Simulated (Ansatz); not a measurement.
The crystal is Al2InN3 (Cmc2_1).

```cif
data_structure
_symmetry_space_group_name_H-M 'P 1'
_symmetry_Int_Tables_number 1
_cell_length_a 5.6290
_cell_length_b 5.6290
_cell_length_c 5.1995
_cell_angle_alpha 90.000
_cell_angle_beta 90.000
_cell_angle_gamma 59.789
_cell_volume 142.37
loop_
_atom_site_label
_atom_site_type_symbol
_atom_site_fract_x
_atom_site_fract_y
_atom_site_fract_z
_atom_site_occupancy
Al1 Al 0.00854 0.33490 0.99163 1
Al2 Al 0.66510 0.99146 0.99163 1
Al3 Al 0.99146 0.66510 0.49163 1
Al4 Al 0.33490 0.00854 0.49163 1
In5 In 0.32192 0.67808 0.98638 1
In6 In 0.67808 0.32192 0.48638 1
N7 N 0.03698 0.33358 0.35580 1
N8 N 0.66642 0.96302 0.35580 1
N9 N 0.96302 0.66642 0.85580 1
N10 N 0.33358 0.03698 0.85580 1
N11 N 0.29809 0.70191 0.40676 1
N12 N 0.70191 0.29809 0.90676 1
```

The cell and positions are those that the Materials Project relaxed with its own functionals (PBE, PBE+U or r2SCAN), kept fixed.

Gaps computed with Ansatz 0.2.0 without a self-energy: PBE 2.29 eV, PBE+SOC 2.29 eV and r2SCAN 2.74 eV.

What gap should G0W0 on PBE give (6×6×4 mesh, 780 empty bands, screening to 180 eV, PAW set soft_1 files)?

About 3.52 eV: on its mesh the run moves the gap from 2.29 eV by +1.23 eV. Among the scalar-relativistic levels given, r2SCAN is nearest (−0.78 eV). Bands and cutoff are finite, so the gap is not at the basis limit. The miss can reach some tenths of an eV and take either sign; the mesh is an error of its own. The many-body steps are scalar-relativistic: spin-orbit coupling is not in them.

[Paths, hosts, dates, memory and timing lines, banners, echoed tables and standing remarks are left out of the program output.]

[Logs are printed without paths, hosts, clocks, repeated set-up lines and the standing remarks that a program may print on its own settings, such as how far it seeks lower states.]

[Runs of the session that timed out or met a known fault of the program may be left out.]

[Cells called generated may have been cut or substituted from an entry of the Crystallography Open Database or the Materials Project.]

[Hosts, paths, dates, database ids (printed as entryN), source tags and the programs' standing remarks are cut or masked in the printed files.]
